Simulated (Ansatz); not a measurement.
**1T-SnSe2 bilayer (AB) in a perpendicular field**

Aim: how the 1T-SnSe2 bilayer (AB) screens a field along its normal, and what the field does to its bands. A positive field points along +c.

Main program and level: Ansatz 0.2.0; plane-wave DFT, PBE-D3(BJ), Ansatz PAW.

The raw output is cut from this account; settings, times and results stay.

## Step 1: The system as given

The cell holds 6 atoms: 4 Se and 2 Sn. Its edges and angles: a = 3.870 Å, b = 3.870 Å, c = 45.621 Å, α = 90.0°, β = 90.0°, γ = 120.0°. Regions: layer 1: 1T-SnSe2, 3 atoms (2 Se and 1 Sn); layer 2: 1T-SnSe2, 3 atoms (2 Se and 1 Sn). Vacuum lies along c.

Structure file:

```cif
data_structure
_symmetry_space_group_name_H-M 'P 1'
_symmetry_Int_Tables_number 1
_cell_length_a 3.8700
_cell_length_b 3.8700
_cell_length_c 45.6210
_cell_angle_alpha 90.000
_cell_angle_beta 90.000
_cell_angle_gamma 120.000
_cell_volume 591.72
loop_
_atom_site_label
_atom_site_type_symbol
_atom_site_fract_x
_atom_site_fract_y
_atom_site_fract_z
_atom_site_occupancy
Se1 Se 0.66667 0.33333 0.41976 1
Sn2 Sn 0.00000 0.00000 0.44289 1
Se3 Se 0.33333 0.66667 0.46602 1
Se4 Se 0.00000 0.00000 0.53398 1
Sn5 Sn 0.33333 0.66667 0.55711 1
Se6 Se 0.66667 0.33333 0.58024 1
```

## Step 2: Relaxing the slab

The starting cell is a guess, so the in-plane lattice and the atoms are relaxed first, with the slab cut off from its images along the normal.

Input file input.yaml:

```yaml
crystal:
  lattice:
    - [3.87, 0.0, 0.0]
    - [-1.935, 3.3515183126, 0.0]
    - [0.0, 0.0, 45.6209780866]
  atoms:
    - { symbol: Se, position: [0.6666666667, 0.3333333333, 0.4197630301] }
    - { symbol: Sn, position: [0.0, 0.0, 0.4428937162] }
    - { symbol: Se, position: [0.3333333333, 0.6666666667, 0.4660244022] }
    - { symbol: Se, position: [0.0, 0.0, 0.5339755978] }
    - { symbol: Sn, position: [0.3333333333, 0.6666666667, 0.5571062838] }
    - { symbol: Se, position: [0.6666666667, 0.3333333333, 0.5802369699] }
  periodic: [true, true, false]
kpoints:
  mp_grid: { grid: [12, 12, 1] }
hamiltonian:
  xc: pbe
  dispersion: d3bj
scf:
  occupations: { method: fermi_dirac, width: 0.05 }
  convergence: { dr2_threshold: 1.0e-09 }
relax:
  f_tol: 0.004
  max_steps: 90
  cell: {}
output:
  write_potential: true
  write_density: true
  volumetric_format: npy
```

The run is started by

```sh
> ansatz run input.yaml --threads 4 --pin off --max-ram 8192MiB --backend cpu --events-out ev --progress --plain --runs-dir out
```

Wall time 96 s (4 threads of Arm Neoverse V1, shared host); peak memory 1.5 GiB.

Step by step:

```csv
step,energy less that of the first step (eV),largest force component (eV/Å),volume (Å³)
1,0.0000,5.1834,591.72
2,-3.5890,2.8313,608.49
3,-4.9027,1.2807,607.17
4,-5.2686,0.4426,603.49
5,-5.4174,0.1146,595.85
6,-5.4706,0.1280,584.19
7,-5.4818,0.0707,581.76
8,-5.4835,0.0031,578.92
9*,-5.4828,0.0028,578.92
```

Relaxation steps marked * repeat the geometry before them on a plane-wave basis chosen anew for their cell, so energy and pressure can jump there.

Forces are held to the 12 operations that the program found; a distortion that breaks them can't arise in this run.

```csv
cell as run,before,after,change
a (Å),3.870,3.828,-1.1 %
b (Å),3.870,3.828,-1.1 %
```

The atoms that moved most (Å, along periodic axes as changes of fractional coordinates times the final cell, across vacuum about the mean position):

```csv
atom,dx,dy,dz,length
Se1,0.000,0.000,-1.050,1.050
Se6,0.000,0.000,1.050,1.050
Sn5,0.000,0.000,0.508,0.508
Sn2,0.000,0.000,-0.508,0.508
Se4,0.000,0.000,-0.034,0.034
Se3,0.000,0.000,0.034,0.034
```

Final coordinates:

```cif
data_structure
_symmetry_space_group_name_H-M 'P 1'
_symmetry_Int_Tables_number 1
_cell_length_a 3.8279
_cell_length_b 3.8279
_cell_length_c 45.6210
_cell_angle_alpha 90.000
_cell_angle_beta 90.000
_cell_angle_gamma 120.000
_cell_volume 578.92
loop_
_atom_site_label
_atom_site_type_symbol
_atom_site_fract_x
_atom_site_fract_y
_atom_site_fract_z
_atom_site_occupancy
Se1 Se 0.66667 0.33333 0.39675 1
Sn2 Sn 0.00000 0.00000 0.43177 1
Se3 Se 0.33333 0.66667 0.46677 1
Se4 Se 0.00000 0.00000 0.53323 1
Sn5 Sn 0.33333 0.66667 0.56823 1
Se6 Se 0.66667 0.33333 0.60325 1
```

Numbers from this step:

```
energy at zero smearing : -33928.5071 eV
```

The lattice constant a goes from 3.870 to 3.828 Å.

## Step 3: Single point, field 0, start network

A sawtooth potential applies the field, turning back in the middle of the vacuum. With the dipole correction the typed value is the field outside the slab. The induced dipole is small, so the SCF threshold is tight.

The cell differs from the one that the last finished run ended in (c 45.621 → 27.421 Å).

Input file input.yaml:

```yaml
crystal:
  lattice:
    - [3.8279165366, 0.0, 0.0]
    - [-1.9139582683, 3.3150729643, 0.0]
    - [0.0, 0.0, 27.4209362818]
  atoms:
    - { symbol: Se, position: [0.6666666667, 0.3333333333, 0.3282163639] }
    - { symbol: Sn, position: [0.0, 0.0, 0.3864767447] }
    - { symbol: Se, position: [0.3333333333, 0.6666666667, 0.4447079716] }
    - { symbol: Se, position: [0.0, 0.0, 0.5552920284] }
    - { symbol: Sn, position: [0.3333333333, 0.6666666667, 0.6135232553] }
    - { symbol: Se, position: [0.6666666667, 0.3333333333, 0.6717836361] }
kpoints:
  mp_grid: { grid: [12, 12, 1] }
  band_path:
    path: [[0, 0, 0], [0.5, 0, 0], [0.33333333, 0.33333333, 0], [0, 0, 0]]
    npoints: 16
hamiltonian:
  xc: pbe
  dispersion: d3bj
scf:
  occupations: { method: fermi_dirac, width: 0.02585 }
  convergence: { dr2_threshold: 1.0e-10 }
efield:
  axis: 3
  dipole_correction: true
  ramp_position: 0.97
  ramp_width: 0.06
  amplitude: 0
output:
  dos: { projected: true, e_range: [-6, 5] }
  write_potential: true
  write_density: true
  volumetric_format: npy
  elf: true
```

The job ended after 25 s (4 threads; peak memory 1.2 GiB).

This step gave:

```
dipole along the normal            : -1.92e-7 e·Å
gap along the path                 : 0.4732 eV
smallest direct gap along the path : 0.7788 eV
ionisation energy, upper face      : 5.936 eV
electron affinity, upper face      : 5.463 eV
gap, the smaller of path and mesh  : 0.4732 eV
```

Running mean over a fixed 2.7 Å (it still follows the layers) of the planar mean; the ramp of the sawtooth is left out. Table of electron's electrostatic potential energy less the Fermi level by z:

```csv
z (Å),electron's electrostatic potential energy less the Fermi level (eV)
3.5,5.69
4.0,5.69
4.5,5.69
5.0,5.69
5.5,5.68
6.0,5.65
6.5,5.51
7.0,4.92
7.5,3.65
8.0,2.14
8.5,0.416
9.0,-1.17
9.5,-2.14
10.0,-2.77
10.5,-3.08
11.0,-2.96
11.5,-2.44
12.0,-1.64
12.5,-0.362
13.0,1.09
13.5,1.66
14.0,1.63
14.5,0.895
15.0,-0.605
15.5,-1.79
16.0,-2.54
16.5,-3.01
17.0,-3.07
17.5,-2.69
18.0,-2.02
18.5,-0.951
19.0,0.698
19.5,2.39
20.0,3.87
20.5,5.06
21.0,5.55
21.5,5.66
22.0,5.68
22.5,5.69
23.0,5.69
23.5,5.69
24.0,5.69
```

The density of states has structure finer than the step of the table below, so its rows give means over 0.2 eV. Peaks (eV: height): -2.91: 6.66, -1.37: 24.3, -1.26: 10.9, -1.07: 10.0, -0.76: 11.2, -0.62: 11.6, 1.44: 6.37.

The density of states by energy, zero at the Fermi level of the run, which the smearing sets inside the gap; means over each step:

```csv
energy (eV),density of states (states/eV a cell)
-5.8,0.857
-5.6,0
-5.4,0
-5.2,0
-5.0,0
-4.8,0.568
-4.6,2.16
-4.4,3.55
-4.2,3.90
-4.0,2.15
-3.8,2.67
-3.6,2.57
-3.4,3.42
-3.2,3.63
-3.0,4.88
-2.8,4.98
-2.6,5.73
-2.4,4.91
-2.2,3.35
-2.0,3.12
-1.8,2.78
-1.6,4.91
-1.4,7.68
-1.2,5.75
-1.0,7.75
-0.8,7.63
-0.6,7.44
-0.4,5.19
-0.2,0.543
0.0,0
0.2,0.0598
0.4,0.588
0.6,0.734
0.8,1.25
1.0,1.84
1.2,2.46
1.4,3.66
1.6,3.54
1.8,3.37
2.0,2.33
```

Projected DOS per atom over height of the atomic layer and energy from the Fermi level. Layers: Se Sn Se Se Sn Se from below.

Values in states/eV, 22 rows by 6 columns, each cell a mean:
```
0.31 0.38 0.32 0.32 0.38 0.31
0.56 0.62 0.56 0.56 0.62 0.56
0.45 0.49 0.44 0.44 0.49 0.45
0.23 0.26 0.22 0.22 0.26 0.23
0.11 0.12 0.10 0.10 0.12 0.11
0.01 0.01 0.01 0.01 0.01 0.01
0.34 0.01 0.34 0.34 0.01 0.34
1.83 0.08 2.00 2.00 0.08 1.83
1.63 0.14 1.58 1.58 0.14 1.63
1.61 0.21 1.30 1.30 0.21 1.61
0.87 0.23 0.74 0.74 0.23 0.87
0.62 0.31 0.61 0.61 0.31 0.62
1.00 0.61 0.99 0.99 0.61 1.00
0.94 0.64 0.98 0.98 0.64 0.94
0.64 0.51 0.68 0.68 0.51 0.64
0.45 0.40 0.50 0.50 0.40 0.45
0.41 0.39 0.45 0.45 0.39 0.41
0.57 0.62 0.65 0.65 0.62 0.57
0.20 0.24 0.23 0.23 0.24 0.20
0.00 0.00 0.00 0.00 0.00 0.00
0.00 0.00 0.00 0.00 0.00 0.00
0.11 0.13 0.10 0.10 0.13 0.11
```
Columns: height of the atomic layer (Å) from 9 to 18.4 (not evenly spaced); rows upwards: energy from the Fermi level (eV) from -5.96 to 2.14.

The electronic bands at the labelled points (eV, zero at the Fermi level of the run, which the smearing sets inside the gap):

```csv
point,band 43,band 44,band 45,band 46,band 47,band 48,band 49,band 50
Γ,-0.42,-0.42,-0.34,-0.34,1.04,1.86,2.83,2.86
halfway,-1.48,-0.68,-0.50,-0.33,1.42,1.63,3.65,4.08
M,-1.40,-0.76,-0.71,-0.55,0.22,0.72,3.65,3.80
halfway,-1.42,-1.32,-1.01,-0.75,1.02,1.49,4.50,4.56
K,-1.34,-1.24,-1.24,-1.04,1.54,1.54,4.45,4.89
halfway,-1.38,-1.08,-1.06,-0.42,1.72,2.00,4.26,4.51
Γ,-0.42,-0.42,-0.34,-0.34,1.04,1.86,2.83,2.86
```

Electrostatic potential energy in the ca plane at fractional y = 0.000, with atoms of Sn and Se within 0.2 Å of it. With pseudopotentials it is smooth inside the atoms' cores, unlike the true potential.

Ten even steps from '0' (-17 eV) to '9' (6 eV), each cell a mean:
```
99999999999999999999840799127899996024205889
99999999999999999999862021058899997300037888
99999999999999999998876423578889999764577777
99999999999999999987777777777789999988876556
99999999999999999986678888876678999999875445
99999999999999999987678888876778999998876446
99999999999999999988777656777889999887777667
99999999999999999998874100368899998621257788
99999999999999999999850375047899996102016888
99999999999999999999740999327899985035305889
```
Columns run along c (16.0 Å, from fractional 0.07 to 0.65 of the cell; values clipped at the 3rd and 97th percentile), rows up along a (3.8 Å). Atoms in or near the plane, at fractional coordinates: Sn at (0.39, 0.00), Se at (0.56, 0.00).

Valence density in the ca plane at fractional y = 0.000, with atoms of Sn and Se within 0.2 Å of it. It is the smooth field of the valence electrons, not physical close to the nuclei.

Values in e/Å³, 6 rows by 16 columns, each cell a mean:
```
 0  0  0  0  0  0  0  0  4  3  0  0  0  9  1  0
 0  0  0  0  0  0  0  0  0  0  0  0  0  0  0  0
 0  0  0  0  0  0  0  0  0  0  0  0  0  0  0  0
 0  0  0  0  0  0  0  0  0  0  0  0  0  0  0  0
 0  0  0  0  0  0  0  0  1  1  0  0  0  1  0  0
 0  0  0  0  0  0  0  0  6  5  0  0  0 16  2  0
```
Columns run along c (16.0 Å, from fractional 0.07 to 0.65 of the cell), rows up along a (3.8 Å). Atoms in or near the plane, at fractional coordinates: Sn at (0.39, 0.00), Se at (0.56, 0.00).

ELF in the ca plane at fractional y = 0.000, with atoms of Sn and Se within 0.2 Å of it. It is the smooth field of the valence electrons, not physical close to the nuclei.

Ten even steps from '0' (0.00) to '9' (0.85), each cell a mean:
```
00000000000000000000223000232100169963587410
00000000000000000012333222333210048998886311
00000000000000002345654333356542015888875323
00000000000000124678775323467775101345543234
00000000000000135788875212478887300001222235
00000000000000135788875312478886200122332234
00000000000000013567765323467764102677764224
00000000000000001233443333344421027999986322
00000000000000000001233101232100059986787410
00000000000000000000122000232100179951487410
```
Columns run along c (16.0 Å, from fractional 0.07 to 0.65 of the cell), rows up along a (3.8 Å). Atoms in or near the plane, at fractional coordinates: Sn at (0.39, 0.00), Se at (0.56, 0.00).

The gap is 0.47 eV, with the valence edge 5.94 eV and the conduction edge 5.46 eV under the upper vacuum level.

## Step 4: Single point, field 0.05 V/Å

Edit input.yaml of step 3 so:

```diff
@@ -28,5 +28,4 @@
   ramp_width: 0.06
-  amplitude: 0
+  amplitude: 0.05
 output:
-  dos: { projected: true, e_range: [-6, 5] }
   write_potential: true
@@ -34,2 +33 @@
   volumetric_format: npy
-  elf: true
```

The job ended after 26 s (4 threads; peak memory 1 GiB).

The dipole is 0.0376 e·Å, and the gap 0.469 eV.

## Step 5: Single point, field -0.05 V/Å

Edit input.yaml of step 4 so:

```diff
@@ -28,3 +28,3 @@
   ramp_width: 0.06
-  amplitude: 0.05
+  amplitude: -0.05
 output:
```

The job ended after 26 s (4 threads; peak memory 1 GiB).

The dipole is -0.0376 e·Å, and the gap 0.469 eV.

## Step 6: Atoms held, field 0.1 V/Å

Edit input.yaml of step 5 so:

```diff
@@ -26,5 +26,5 @@
   dipole_correction: true
-  ramp_position: 0.97
-  ramp_width: 0.06
-  amplitude: -0.05
+  ramp_position: 0.9599
+  ramp_width: 0.0802
+  amplitude: 0.1
 output:
```

Elapsed: 26 s, on 4 threads; peak memory 1 GiB; 1.7 min of CPU time.

The dipole is 0.0751 e·Å, and the gap 0.456 eV.

## Step 7: Single point, field -0.1 V/Å

Edit input.yaml of step 6 so:

```diff
@@ -28,3 +28,3 @@
   ramp_width: 0.0802
-  amplitude: 0.1
+  amplitude: -0.1
 output:
```

Wall time 26 s (4 threads); peak memory 1 GiB; 1.7 min of CPU time.

The dipole is -0.0751 e·Å, and the gap 0.456 eV.

## Step 8: Atoms held, field 0.2 V/Å

Edit input.yaml of step 7 so:

```diff
@@ -28,3 +28,3 @@
   ramp_width: 0.0802
-  amplitude: -0.1
+  amplitude: 0.2
 output:
```

Run time: 27 s. Hardware: 4 threads; peak memory 1 GiB; 1.8 min of CPU time.

The dipole is 0.150 e·Å, and the gap 0.415 eV.

## Step 9: Single point, field -0.2 V/Å

Edit input.yaml of step 8 so:

```diff
@@ -28,3 +28,3 @@
   ramp_width: 0.0802
-  amplitude: 0.2
+  amplitude: -0.2
 output:
```

It took 27 s on 4 threads; peak memory 1 GiB; 1.8 min of CPU time.

The dipole is -0.150 e·Å, and the gap 0.415 eV.

## Step 10: Atoms held, field 0.3 V/Å

Edit input.yaml of step 9 so:

```diff
@@ -26,5 +26,5 @@
   dipole_correction: true
-  ramp_position: 0.9599
-  ramp_width: 0.0802
-  amplitude: -0.2
+  ramp_position: 0.9573
+  ramp_width: 0.0855
+  amplitude: 0.3
 output:
```

Elapsed: 28 s, on 4 threads; peak memory 1 GiB.

The dipole is 0.225 e·Å, and the gap 0.362 eV.

## Step 11: Single point, field -0.3 V/Å

Edit input.yaml of step 10 so:

```diff
@@ -28,3 +28,3 @@
   ramp_width: 0.0855
-  amplitude: 0.3
+  amplitude: -0.3
 output:
```

It took 28 s on 4 threads; peak memory 1 GiB; 1.8 min of CPU time.

The dipole is -0.225 e·Å, and the gap 0.362 eV.

## Step 12: Atoms held, field 0.4 V/Å

Edit input.yaml of step 11 so:

```diff
@@ -26,5 +26,5 @@
   dipole_correction: true
-  ramp_position: 0.9573
-  ramp_width: 0.0855
-  amplitude: -0.3
+  ramp_position: 0.9234
+  ramp_width: 0.1532
+  amplitude: 0.4
 output:
```

Elapsed: 27 s, on 4 threads; peak memory 1 GiB; 1.8 min of CPU time.

The dipole is 0.301 e·Å, and the gap 0.303 eV.

## Step 13: Atoms held, field -0.4 V/Å

Edit input.yaml of step 12 so:

```diff
@@ -28,3 +28,3 @@
   ramp_width: 0.1532
-  amplitude: 0.4
+  amplitude: -0.4
 output:
```

The job ended after 27 s (4 threads; peak memory 1 GiB).

The dipole is -0.301 e·Å, and the gap 0.303 eV.

## Step 14: Response, atoms held

This step: plane-wave DFT, PBE-D3(BJ), Ansatz PAW; response to a field along the normal, atoms held (Ansatz 0.2.0).

The dipoles give the slope, and the difference of two potentials shows where the field is screened.

This step gave:

```
equivalent conductor thickness p/(ε₀AE) : 10.71 Å
distance between the outer atoms        : 9.421 Å
```

The dipole of the cell by applied field:

```csv
applied field (V/Å),dipole of the cell (e·Å)
-0.400,-0.301
-0.300,-0.225
-0.200,-0.150
-0.100,-0.0751
-0.050,-0.0376
0.000,0
0.050,0.0376
0.100,0.0751
0.200,0.150
0.300,0.225
0.400,0.301
```

Local field over the applied field, running mean. From the potentials at -0.05 and 0.05 V/Å; running mean over 2.8 Å. Local field over applied field against z:

```csv
z (Å),local field over applied field
5,0.995
6,0.959
7,0.784
8,0.468
9,0.174
10,0.0551
11,0.0434
12,0.106
13,0.219
14,0.247
15,0.153
16,0.0627
17,0.0389
18,0.103
19,0.329
20,0.659
21,0.910
22,0.987
23,0.999
```

Electrons, planar mean, per unit field. The induced electron density by z:

z (Å), induced electron density (e/Å³ per V/Å) and a bar from the least value:
```
      4.5    0.00001 ###############
      5.0    0.00002 ###############
      5.5    0.00005 ###############
      6.0    0.00016 ################
      6.5    0.00045 #################
      7.0    0.00114 ####################
      7.5    0.00247 ##########################
      8.0    0.00351 ##############################
      8.5    0.00199 #######################
      9.0    0.00097 ###################
      9.5    0.00040 #################
     10.0   -0.00100 ###########
     10.5   -0.00022 ##############
     11.0    0.00083 ##################
     11.5    0.00030 ################
     12.0   -0.00072 ############
     12.5   -0.00114 ##########
     13.0   -0.00191 #######
     13.5   -0.00088 ###########
     14.0    0.00119 ####################
     14.5    0.00181 #######################
     15.0    0.00107 ###################
     15.5    0.00066 ##################
     16.0   -0.00057 ############
     16.5   -0.00067 ############
     17.0    0.00038 #################
     17.5    0.00088 ###################
     18.0   -0.00060 ############
     18.5   -0.00106 ##########
     19.0   -0.00230 #####
     19.5   -0.00345 
     20.0   -0.00223 #####
     20.5   -0.00100 ###########
     21.0   -0.00038 #############
     21.5   -0.00014 ##############
     22.0   -0.00005 ###############
     22.5   -0.00001 ###############
     23.0    0.00000 ###############
```

The smaller of the gaps on the path and on the k-mesh, counted as 0 under 0.03 eV. The gap by applied field:

```csv
applied field (V/Å),gap (eV)
-0.400,0.303
-0.300,0.362
-0.200,0.415
-0.100,0.456
-0.050,0.469
0.000,0.473
0.050,0.469
0.100,0.456
0.200,0.415
0.300,0.362
0.400,0.303
```

By hand: between -0.05 and 0.05 V/Å the dipole changes by 0.07512 e·Å, a slope of 0.7512 e·Å²/V. A perfect conductor of thickness t has p = ε₀AEt, so t = 180.95 × 0.7512 / 12.690 = 10.71 Å (e/ε₀ = 180.95 V·Å, A in Å²).

The induced dipole is that of a conductor 10.71 Å thick.

## Step 15: Outcome

| Quantity | Value |
| --- | --- |
| gap without field | 0.473 eV |
| ionisation energy, upper face | 5.94 eV |
| electron affinity, upper face | 5.46 eV |
| equivalent conductor thickness, atoms held | 10.7 Å |

What this shows: The induced dipole equals that of a perfect conductor 10.71 Å thick, while the outer atoms lie 9.42 Å apart; an out-of-plane ε follows only once a thickness t is chosen, by 1 − 1/ε = 10.71 Å / t. The gap goes from 0.47 eV to 0.30 eV at -0.4 V/Å. With the field reversed it is 0.30 eV at 0.4 V/Å. Semilocal functionals give gaps that are too small, and excitons are not included. Spin-orbit coupling is left out, which matters for the bands of elements this heavy.

[Long decimals in the printed logs are rounded to 6 places.]

[Logs are printed without paths, hosts, clocks, repeated set-up lines and the standing remarks that a program may print on its own settings, such as how far it seeks lower states.]

[Hosts, paths, dates, database ids (printed as entryN), source tags and the programs' standing remarks are cut or masked in the printed files.]

[Maps of the electrostatic potential energy from Ansatz leave out the sawtooth potential of an applied field or a dipole correction, so their vacuum need not be flat; planar profiles and work functions include it.]
